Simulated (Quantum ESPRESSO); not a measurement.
# ZnSe (Stilleite): from the cell to the phonon bands

Wanted: phonon bands, density of states and zone-centre response of ZnSe (Stilleite).

Method: DFT LDA, scalar-relativistic, plane waves, JTH PAW pseudopotentials, in Quantum ESPRESSO 7.5.

**Measured values to reproduce.**

“Phonon-based partition of (ZnSe-like) semiconductor mixed crystals on approach to their pressure-induced structural transition” (2020, arxiv:2008.07187) quotes from earlier work for ZnSe, zincblende (pure ZnSe, earlier work): Raman mode (TO) about 207 cm⁻¹ [Literature Raman frequency quoted as a normalising parameter in the cross-section model].

Report form: the programs' logs are mostly left out.

## Step 1: Set-up

It takes space group F-43m (No. 216, cubic). Conventional cell: a = 5.668 Å, b = 5.668 Å, c = 5.668 Å, α = 90.00°, β = 90.00°, γ = 90.00°. Zn has 4 Se at 2.45 Å nearest. Nearest to Se lie 4 Zn at 2.45 Å. Farther neighbours and most contacts between anions are not listed.

Coordinates:

```
CELL_PARAMETERS angstrom
-2.83380 0.00000 2.83380
0.00000 2.83380 2.83380
-2.83380 2.83380 0.00000
ATOMIC_POSITIONS crystal
Zn 0.00000 0.00000 0.00000
Se 0.25000 0.25000 0.25000
```

## Step 2: A first look

Before anything dear is run, a loose run with smearing shows whether this is a metal and how far the cell is from rest.

Contents of probe.in:

```
&CONTROL
  calculation = 'scf'
  prefix      = 'x'
  outdir      = './tmp'
  pseudo_dir  = './pseudo'
  tprnfor     = .true.
  tstress     = .true.
  verbosity   = 'high'
/
&SYSTEM
  ibrav       = 2
  celldm(1)   = 10.71021178
  nat         = 2
  ntyp        = 2
  ecutwfc     = 50.0
  ecutrho     = 250.0
  occupations = 'smearing'
  smearing    = 'gaussian'
  degauss     = 0.01
/
&ELECTRONS
  conv_thr         = 1.0d-07
  mixing_beta      = 0.7
  electron_maxstep = 100
/
ATOMIC_SPECIES
 Zn     65.3800  Zn.upf
 Se     78.9710  Se.upf
ATOMIC_POSITIONS crystal
 Zn     0.000000000   0.000000000   0.000000000
 Se     0.250000000   0.250000000   0.250000000
K_POINTS automatic
 6 6 6 0 0 0
```

Started as:

```sh
OMP_NUM_THREADS=1 mpirun -n 4 pw.x -nk 4 -in probe.in > probe.out
```

Run time: 3.9 s. Hardware: 4 MPI ranks of Intel Xeon 6975P-C (Granite Rapids), shared host; 14 s of CPU time.

Numbers from this step:

```yaml
volume_per_atom: 22.76 Å³
pressure: -2.433 GPa
gap_on_the_k_mesh: 1.032 eV
```

A gap of 1.0 eV opens on this mesh, so the crystal is taken as an insulator; the start stands at -2.4 GPa.

## Step 3: Relaxing the cell and atoms

The relaxation runs at a cutoff a fifth above that of the response, since stress converges more slowly with the basis than frequencies do. Forces and stress are brought to rest with tight thresholds.

Contents of relax.in:

```
&CONTROL
  calculation   = 'vc-relax'
  prefix        = 'x'
  outdir        = './tmp'
  pseudo_dir    = './pseudo'
  tprnfor       = .true.
  tstress       = .true.
  forc_conv_thr = 2.0d-05
  etot_conv_thr = 1.0d-07
  nstep         = 40
/
&SYSTEM
  ibrav       = 2
  celldm(1)   = 10.71021178
  nat         = 2
  ntyp        = 2
  ecutwfc     = 60
  ecutrho     = 300.0
  occupations = 'fixed'
  nbnd        = 11
/
&ELECTRONS
  conv_thr         = 1.0d-11
  mixing_beta      = 0.7
  electron_maxstep = 100
/
&IONS
/
&CELL
  press_conv_thr = 0.2
/
ATOMIC_SPECIES
 Zn     65.3800  Zn.upf
 Se     78.9710  Se.upf
ATOMIC_POSITIONS crystal
 Zn     0.000000000   0.000000000   0.000000000
 Se     0.250000000   0.250000000   0.250000000
K_POINTS automatic
 8 8 8 0 0 0
```

Started as:

```sh
OMP_NUM_THREADS=1 mpirun -n 4 pw.x -nk 4 -in relax.in > relax.out
```

Run time: 52 s. Hardware: 4 MPI ranks.

Relaxation path:

| step | energy less that of the first step (eV) | largest force (eV/Å) | pressure (GPa) | volume (Å³) |
| --- | --- | --- | --- | --- |
| 1 | 0.0000 | 0.0000 | -3.46 | 45.51 |
| 2 | -0.0147 | 0.0000 | -2.44 | 44.72 |
| 3 | -0.0264 | 0.0000 | -0.70 | 43.54 |
| 4 | -0.0273 | 0.0000 | 0.05 | 43.08 |
| 5 | -0.0273 | 0.0000 | 0.00 | 43.11 |
| 6 | -0.0273 | 0.0000 | 0.00 | 43.11 |
| 7 | -0.0266 | 0.0000 | -0.01 | 43.11 |

| conventional cell, symmetrised | before | after | change |
| --- | --- | --- | --- |
| a (Å) | 5.668 | 5.566 | -1.8 % |
| b (Å) | 5.668 | 5.566 | -1.8 % |
| c (Å) | 5.668 | 5.566 | -1.8 % |
| volume (Å³/atom) | 22.76 | 21.56 | -5.3 % |

The relaxed structure:

```
CELL_PARAMETERS angstrom
-2.78307 0.00000 2.78307
0.00000 2.78307 2.78307
-2.78307 2.78307 0.00000
ATOMIC_POSITIONS crystal
Zn 0.00000 0.00000 0.00000
Se 0.25000 0.25000 0.25000
```

The last row of the table of steps is pw.x's closing run on a basis chosen anew for the final cell, so its energy can jump.

This step gave:

```
volume per atom   : 21.56 Å³
pressure          : -0.005 GPa
gap on the k-mesh : 1.256 eV
```

The volume changes by -5.3 % from the cell with which this run began.

## Step 4: Self-consistent run for the response

Perturbation theory inherits every error of the wavefunctions, so the threshold is set near the limit of the arithmetic. With a gap, occupations are fixed, which also allows the response to an electric field.

Contents of scf.in:

```
&CONTROL
  calculation = 'scf'
  prefix      = 'x'
  outdir      = './tmp'
  pseudo_dir  = './pseudo'
  tprnfor     = .true.
  tstress     = .true.
/
&SYSTEM
  ibrav       = 2
  celldm(1)   = 10.51846804
  nat         = 2
  ntyp        = 2
  ecutwfc     = 50.0
  ecutrho     = 250.0
  occupations = 'fixed'
  nbnd        = 11
/
&ELECTRONS
  conv_thr         = 1.0d-12
  mixing_beta      = 0.7
  electron_maxstep = 100
/
ATOMIC_SPECIES
 Zn     65.3800  Zn.upf
 Se     78.9710  Se.upf
ATOMIC_POSITIONS crystal
 Zn     0.000000000   0.000000000   0.000000000
 Se     0.250000000   0.250000000   0.250000000
K_POINTS automatic
 8 8 8 0 0 0
```

Started as:

```sh
OMP_NUM_THREADS=1 mpirun -n 4 pw.x -nk 4 -in scf.in > scf.out
```

Wall time 5.4 s (4 MPI ranks); 20 s of CPU time.

This step gave:

```yaml
pressure: 0.03500 GPa
```

The cell stands at 0.035 GPa, close enough for phonons.

## Step 5: Linear response on the mesh

Linear response treats each wavevector in the unit cell, with no supercell; the 4×4×4 mesh fixes the range of the force constants to be had.

Contents of ph.in:

```
phonons
&INPUTPH
  prefix = 'x'
  outdir = './tmp'
  fildyn = 'x.dyn'
  tr2_ph = 1.0d-18
  epsil  = .true.
  ldisp  = .true.
  nq1    = 4
  nq2    = 4
  nq3    = 4
/
```

Started as:

```sh
OMP_NUM_THREADS=1 mpirun -n 4 ph.x -nk 4 -in ph.in > ph.out
```

It took 23 min on 4 MPI ranks.

This step gave:

```
miss of the charge sum rule                                        : 0.04812 e
largest acoustic frequency at the zone centre before the sum rule  : 4.21 cm⁻¹
highest optical zone-centre mode (no LO-TO term)                   : 219.2 cm⁻¹
lowest optical zone-centre mode                                    : 219.2 cm⁻¹
mean high-frequency dielectric constant                            : 8.144
largest Born charge in size (third of the trace)                   : 2.035 e
lowest mode on the q mesh (acoustic ones at the zone centre apart) : 44.03 cm⁻¹
```

Frequencies (cm⁻¹) at each irreducible wavevector; negative means imaginary. Frequencies by wavevector:

| q (fractions) | star | mode 1 | mode 2 | mode 3 | mode 4 | mode 5 | mode 6 |
| --- | --- | --- | --- | --- | --- | --- | --- |
| 0 0 0 | 1 | 4.21 | 4.21 | 4.21 | 219.2 | 219.2 | 219.2 |
| 0 0 0.25 | 8 | 44.03 | 44.03 | 116 | 219.6 | 219.6 | 243.5 |
| 0 0 -0.5 | 4 | 54.16 | 54.16 | 175.6 | 221.4 | 221.4 | 221.8 |
| 0 0.25 0.25 | 6 | 60.91 | 60.91 | 118.9 | 220 | 220 | 244.6 |
| 0 0.25 -0.5 | 24 | 67.08 | 88.31 | 163.6 | 214 | 221.9 | 233.3 |
| 0 0.25 -0.25 | 12 | 61.66 | 88.44 | 147.1 | 215.8 | 219.8 | 237.1 |
| 0 -0.5 -0.5 | 3 | 69.82 | 69.82 | 200.4 | 206.7 | 224.4 | 224.4 |
| 0.25 -0.5 -0.25 | 6 | 84.17 | 94.83 | 186.1 | 187 | 225.9 | 235.6 |

Born charge (rows field, columns displacement), before the sum rule (e), principal values of the symmetric part by kind of site:

| atom | atoms with these values | low | middle | high | mean |
| --- | --- | --- | --- | --- | --- |
| Zn1 | 1 | 1.99 | 1.99 | 1.99 | 1.99 |
| Se2 | 1 | -2.04 | -2.04 | -2.04 | -2.04 |

In full for Zn1:

```
1.99 0.00 0.00
0.00 1.99 0.00
0.00 0.00 1.99
```

High-frequency dielectric tensor:

```
8.14 0.00 0.00
0.00 8.14 0.00
0.00 0.00 8.14
```

The acoustic modes at Γ come out as far as 4.2 cm⁻¹ from zero, where they should vanish, a small numerical error; the Born charges miss their sum rule by 0.048 e, which is fair.

## Step 6: Force constants in real space

The dynamical matrices of the mesh are Fourier-transformed to force constants in real space, after the long-range dipole part is taken out.

Contents of q2r.in:

```
&INPUT
  fildyn = 'x.dyn'
  zasr   = 'simple'
  flfrc  = 'x.fc'
/
```

Started as:

```sh
q2r.x < q2r.in > q2r.out
```

The job ended after 0.75 s (1 thread).

## Step 7: Dispersion

From the force constants any wavevector is cheap; points of the mesh come back as solved, but for the sum rule and, in polar crystals, the LO-TO term at Γ; the rest is interpolation.

Contents of matdyn.in:

```
&INPUT
  asr              = 'simple'
  flfrc            = 'x.fc'
  flfrq            = 'x.freq'
  flvec            = 'x.modes'
  q_in_band_form   = .true.
  q_in_cryst_coord = .true.
/
8
  0.0000000   0.0000000   0.0000000  12  ! GAMMA
 -0.0000000   0.5000000   0.5000000  12  ! X
 -0.0000000   0.6250000   0.3750000   1  ! U
 -0.3750000   0.3750000   0.0000000  12  ! K
  0.0000000   0.0000000   0.0000000  12  ! GAMMA
 -0.0000000   0.5000000   0.0000000  12  ! L
 -0.2500000   0.5000000   0.2500000  12  ! W
 -0.0000000   0.5000000   0.5000000   1  ! X
```

Started as:

```sh
matdyn.x -in matdyn.in > matdyn.out
```

It took 0.66 s on 1 thread.

Read from the output:

* lowest frequency on the path: 0 cm⁻¹

Matdyn.x, sum rule simple. Phonon branches along the path, in cm⁻¹:

| point | branch 1 | branch 2 | branch 3 | branch 4 | branch 5 | branch 6 |
| --- | --- | --- | --- | --- | --- | --- |
| Γ | 0 | 0 | 0 | 219 | 219 | 253 |
| halfway | 61 | 61 | 119 | 220 | 220 | 245 |
| X | 70 | 70 | 200 | 207 | 224 | 224 |
| halfway | 70 | 79 | 195 | 202 | 224 | 229 |
| U | 70 | 91 | 184 | 199 | 222 | 236 |
| jump to K | 70 | 91 | 184 | 199 | 222 | 236 |
| halfway | 50 | 76 | 122 | 219 | 223 | 238 |
| Γ | 0 | 0 | 0 | 219 | 219 | 253 |
| halfway | 44 | 44 | 116 | 220 | 220 | 244 |
| L | 54 | 54 | 176 | 221 | 221 | 222 |
| halfway | 69 | 86 | 167 | 209 | 222 | 234 |
| W | 84 | 95 | 186 | 187 | 226 | 236 |
| halfway | 77 | 82 | 192 | 197 | 226 | 231 |
| X | 70 | 70 | 200 | 207 | 224 | 224 |

All branches are real along the path.

## Step 8: Density of states

Sums over the zone need many more wavevectors than were solved, so the interpolation is sampled on a dense mesh.

Contents of matdyn.in:

```
&INPUT
  asr    = 'simple'
  flfrc  = 'x.fc'
  dos    = .true.
  fldos  = 'x.dos'
  nk1    = 14
  nk2    = 14
  nk3    = 14
  deltaE = 0.3
/
```

Started as:

```sh
matdyn.x -in matdyn.in > matdyn.out
```

Wall time 5 s (1 thread).

Numbers from this step:

```
share of modes beyond 3i cm⁻¹ on the dense interpolated mesh : 0
zero-point energy per atom                                   : 29.89 meV
heat capacity at 300 K                                       : 23.54 J/(mol atoms K)
vibrational entropy at 300 K                                 : 35.45 J/(mol atoms K)
```

The phonon density of states has structure finer than the step of the table below, so its rows give means over 10 cm⁻¹, whole bins alone (the curve runs from 0 to 252 cm⁻¹). Peaks (cm⁻¹: height): total 70.5: 0.0834, 220.5: 0.296, 235.5: 0.147; Se 70.5: 0.0358, 220.5: 0.152, 235.5: 0.0912; Zn 70.5: 0.0476, 220.5: 0.143, 235.5: 0.0557.

Tetrahedra. Phonon density of states against wavenumber; means over each step; values in 1/cm⁻¹/cell:

| wavenumber (cm⁻¹) | total | Se | Zn |
| --- | --- | --- | --- |
| 10 | 1.6e-4 | 8.7e-5 | 7.1e-5 |
| 20 | 0.00116 | 6.2e-4 | 5.4e-4 |
| 30 | 0.00309 | 0.00164 | 0.00145 |
| 40 | 0.00663 | 0.00342 | 0.00320 |
| 50 | 0.0161 | 0.00805 | 0.00810 |
| 60 | 0.0393 | 0.0187 | 0.0206 |
| 70 | 0.0618 | 0.0269 | 0.0349 |
| 80 | 0.0415 | 0.0170 | 0.0244 |
| 90 | 0.0349 | 0.0136 | 0.0213 |
| 100 | 0.00240 | 0.00127 | 0.00113 |
| 110 | 0.00324 | 0.00170 | 0.00153 |
| 120 | 0.00443 | 0.00231 | 0.00213 |
| 130 | 0.00600 | 0.00308 | 0.00292 |
| 140 | 0.00823 | 0.00416 | 0.00407 |
| 150 | 0.0116 | 0.00579 | 0.00586 |
| 160 | 0.0191 | 0.00927 | 0.00981 |
| 170 | 0.0250 | 0.0122 | 0.0127 |
| 180 | 0.0112 | 0.00652 | 0.00472 |
| 190 | 0.00455 | 0.00287 | 0.00168 |
| 200 | 0.0156 | 0.00693 | 0.00870 |
| 210 | 0.0295 | 0.0141 | 0.0154 |
| 220 | 0.151 | 0.0793 | 0.0721 |
| 230 | 0.0584 | 0.0356 | 0.0228 |
| 240 | 0.0394 | 0.0225 | 0.0169 |

Harmonic thermodynamic functions per atom, summed over the density of states scaled to three modes an atom; melting is ignored. Thermodynamic functions:

| T (K) | F_vib (meV/atom) | S (J/mol-atom/K) | C_V (J/mol-atom/K) |
| --- | --- | --- | --- |
| 0 | 29.89 | 0 | 0 |
| 50 | 29.13 | 4.525 | 7.893 |
| 100 | 24.66 | 12.74 | 16.05 |
| 200 | 4.04 | 26.19 | 21.98 |
| 300 | -28.17 | 35.45 | 23.54 |
| 400 | -68.63 | 42.32 | 24.14 |
| 500 | -115.4 | 47.74 | 24.42 |
| 600 | -167.2 | 52.21 | 24.58 |
| 700 | -223.4 | 56 | 24.68 |
| 800 | -283.2 | 59.3 | 24.74 |
| 900 | -346.2 | 62.22 | 24.78 |
| 1000 | -412 | 64.83 | 24.81 |

At 300 K the heat capacity has reached 94 % of the Dulong-Petit value.

## Step 9: Modes with the sum rule

A rigid shift of the crystal must cost nothing, but grids and finite bases break this; the acoustic sum rule is imposed before the matrix is diagonalised again. With Born charges the intensities follow, and the static dielectric tensor.

Contents of dynmat.in:

```
&INPUT
  fildyn = 'x.dyn1'
  asr    = 'simple'
  fileig = 'dynmat.eig'
  lperm  = .true.
/
```

Started as:

```sh
dynmat.x -in dynmat.in > dynmat.out
```

Elapsed: 0.65 s, on 1 thread.

Numbers from this step:

```yaml
mean_static_dielectric_constant: 10.83
```

Unit eigenvectors of the mass-weighted matrix after the sum rule; no LO-TO term. Modes at Γ, with each element's share of the kinetic energy:

| mode | frequency (cm⁻¹) | symmetry | Zn % | Se % |
| --- | --- | --- | --- | --- |
| 1 | 0.0 | acoustic | 45 | 55 |
| 2 | 0.0 | acoustic | 45 | 55 |
| 3 | 0.0 | acoustic | 45 | 55 |
| 4 | 219.2 | T2 | 55 | 45 |
| 5 | 219.2 | T2 | 55 | 45 |
| 6 | 219.2 | T2 | 55 | 45 |

Displacements in mode 5 (219.2 cm⁻¹), the largest set to 1:
```
Zn1  0.00  0.00  1.00
Se2  0.00  0.00 -0.83
```

Degenerate modes summed, no LO-TO term. Lines of the infrared spectrum (strongest = 100):

| position (cm⁻¹) | lines merged | label | IR intensity, relative |
| --- | --- | --- | --- |
| 219 | 3 | T2 | 100 |

Static dielectric tensor (ions relaxed, fixed cell):

```
10.83  0.00  0.00
 0.00 10.83  0.00
 0.00  0.00 10.83
```

The rule moves no optical mode by more than 0.1 cm⁻¹.

## Step 10: Sum rules set otherwise (asr crystal)

The rule can be imposed in more than one way; the choices should agree where the raw error is small.

Contents of dynmat.in:

```
&INPUT
  fildyn = 'x.dyn1'
  asr    = 'crystal'
  fileig = 'dynmat.eig'
  lperm  = .true.
/
```

Started as:

```sh
dynmat.x -in dynmat.in > dynmat.out
```

Run time: 0.68 s. Hardware: 1 thread.

Zone-centre frequencies as printed; negative means imaginary. Modes:

| mode | frequency (cm⁻¹) |
| --- | --- |
| 1 | 0 |
| 2 | 0 |
| 3 | 0 |
| 4 | 219.2 |
| 5 | 219.2 |
| 6 | 219.2 |

Against the first rule no mode moves by more than 0.1 cm⁻¹.

## Step 11: Sum rules set otherwise: a sum rule for molecules or wires on a crystal

This rule also removes rotations, which suits wires and not a crystal; it is tried to see the harm.

Contents of dynmat.in:

```
&INPUT
  fildyn = 'x.dyn1'
  asr    = 'one-dim'
  fileig = 'dynmat.eig'
  lperm  = .true.
/
```

Started as:

```sh
dynmat.x -in dynmat.in > dynmat.out
```

Elapsed: 0.65 s, on 1 thread.

The program raised no error, yet the settings are not those of a careful run.

The fault: a sum rule for molecules or wires on a crystal; 1 optical mode is projected out to zero frequency, as if it were a rotation, and the static dielectric tensor is spoilt.

For a crystal the rule has to be 'simple' or 'crystal'.

Zone-centre frequencies as printed; negative means imaginary. Modes:

| mode | frequency (cm⁻¹) |
| --- | --- |
| 1 | 0 |
| 2 | 0 |
| 3 | 0 |
| 4 | 0 |
| 5 | 219.2 |
| 6 | 219.2 |

## Step 12: Modes along a direction of q (1 0 0)

A longitudinal polar mode sets up a macroscopic field that stiffens it; the term hangs on the direction from which q goes to zero.

Contents of dynmat.in:

```
&INPUT
  fildyn = 'x.dyn1'
  asr    = 'simple'
  fileig = 'dynmat.eig'
  q(1)   = 1.0
  q(2)   = 0.0
  q(3)   = 0.0
/
```

Started as:

```sh
dynmat.x -in dynmat.in > dynmat.out
```

Elapsed: 0.67 s, on 1 thread.

Read from the output:

```
highest mode moved by the LO-TO term : 252.7 cm⁻¹
```

Zone-centre frequencies as printed; negative means imaginary. Modes:

| mode | frequency (cm⁻¹) |
| --- | --- |
| 1 | 0 |
| 2 | 0 |
| 3 | 0 |
| 4 | 219.2 |
| 5 | 219.2 |
| 6 | 252.7 |

The field moves one mode, from 219 to 253 cm⁻¹; the others stay.

## Step 13: The dispersion under another sum rule (asr all)

The sum rule corrects the force constants themselves, so it can shift branches at any wavevector, low ones most.

Contents of matdyn.in:

```
&INPUT
  asr              = 'all'
  flfrc            = 'x.fc'
  flfrq            = 'x.freq'
  flvec            = 'x.modes'
  q_in_band_form   = .true.
  q_in_cryst_coord = .true.
/
8
  0.0000000   0.0000000   0.0000000   8  ! GAMMA
 -0.0000000   0.5000000   0.5000000   8  ! X
 -0.0000000   0.6250000   0.3750000   1  ! U
 -0.3750000   0.3750000   0.0000000   8  ! K
  0.0000000   0.0000000   0.0000000   8  ! GAMMA
 -0.0000000   0.5000000   0.0000000   8  ! L
 -0.2500000   0.5000000   0.2500000   8  ! W
 -0.0000000   0.5000000   0.5000000   1  ! X
```

Started as:

```sh
matdyn.x -in matdyn.in > matdyn.out
```

Wall time 0.7 s (1 thread).

At the labelled points the branches move by no more than 0.3 cm⁻¹. The log warns that this rule wants the long-range part of the force constants stored apart (write_lr, read_lr) in a polar crystal, which was not done.

## Step 14: Outcome

| Quantity | Value |
| --- | --- |
| space group after relaxation | F-43m |
| volume per atom | 21.6 Å³ |
| gap on the k-mesh | 1.26 eV |
| highest optical zone-centre mode (no LO-TO term) | 219.2 cm⁻¹ |
| highest mode moved by the LO-TO term | 252.7 cm⁻¹ |
| mean high-frequency dielectric constant | 8.14 |
| largest Born charge in size (third of the trace) | 2.04 e |
| mean static dielectric constant | 10.8 |
| q mesh | 4×4×4 |
| lowest mode on the q mesh (acoustic ones at the zone centre apart) | 44.0 cm⁻¹ |
| zero-point energy per atom | 29.9 meV |
| heat capacity at 300 K | 23.5 J/(mol atoms K) |
| vibrational entropy at 300 K | 35.5 J/(mol atoms K) |
| imaginary modes on the q mesh | none |

In words: ZnSe (Stilleite) is dynamically stable on the 4×4×4 mesh; its spectrum reaches 253 cm⁻¹. At the LDA level the optical modes of ZnSe (Stilleite) at the zone centre (no LO-TO term) lie at 219 cm⁻¹. Along the directions run, the highest mode that the macroscopic field moves lies at 253 cm⁻¹. Lattice motion raises the mean dielectric constant from 8.144 to 10.83. The Born charge of Se is -2.035 e against a formal charge of -2, close to the ionic value. The Lyddane-Sachs-Teller relation holds: (ωLO/ωTO)² is 1.33 and ε₀/ε∞ is 1.33. These are harmonic frequencies at zero temperature: anharmonic shifts and linewidths and thermal expansion are left out.

Computed beside measured:

```
             quantity  measured  LDA JTH, Quantum ESPRESSO
Raman mode, TO (cm⁻¹)       207               219 (+5.9 %)
```

Measured values from arxiv:2008.07187 (2020).

How well it matches: The Raman mode is off by +5.9 %: fair agreement. The grades are ours: good and fair within 3 and 7 % for the Raman mode. Zero-point motion and thermal expansion are not in the computed Raman mode.

[Host names and launcher messages were left out of these logs when they were recorded.]

[Logs are printed without paths, hosts, clocks, repeated set-up lines and the standing remarks that a program may print on its own settings, such as how far it seeks lower states.]

[Hosts, paths, dates, database ids (printed as entryN), source tags and the programs' standing remarks are cut or masked in the printed files.]
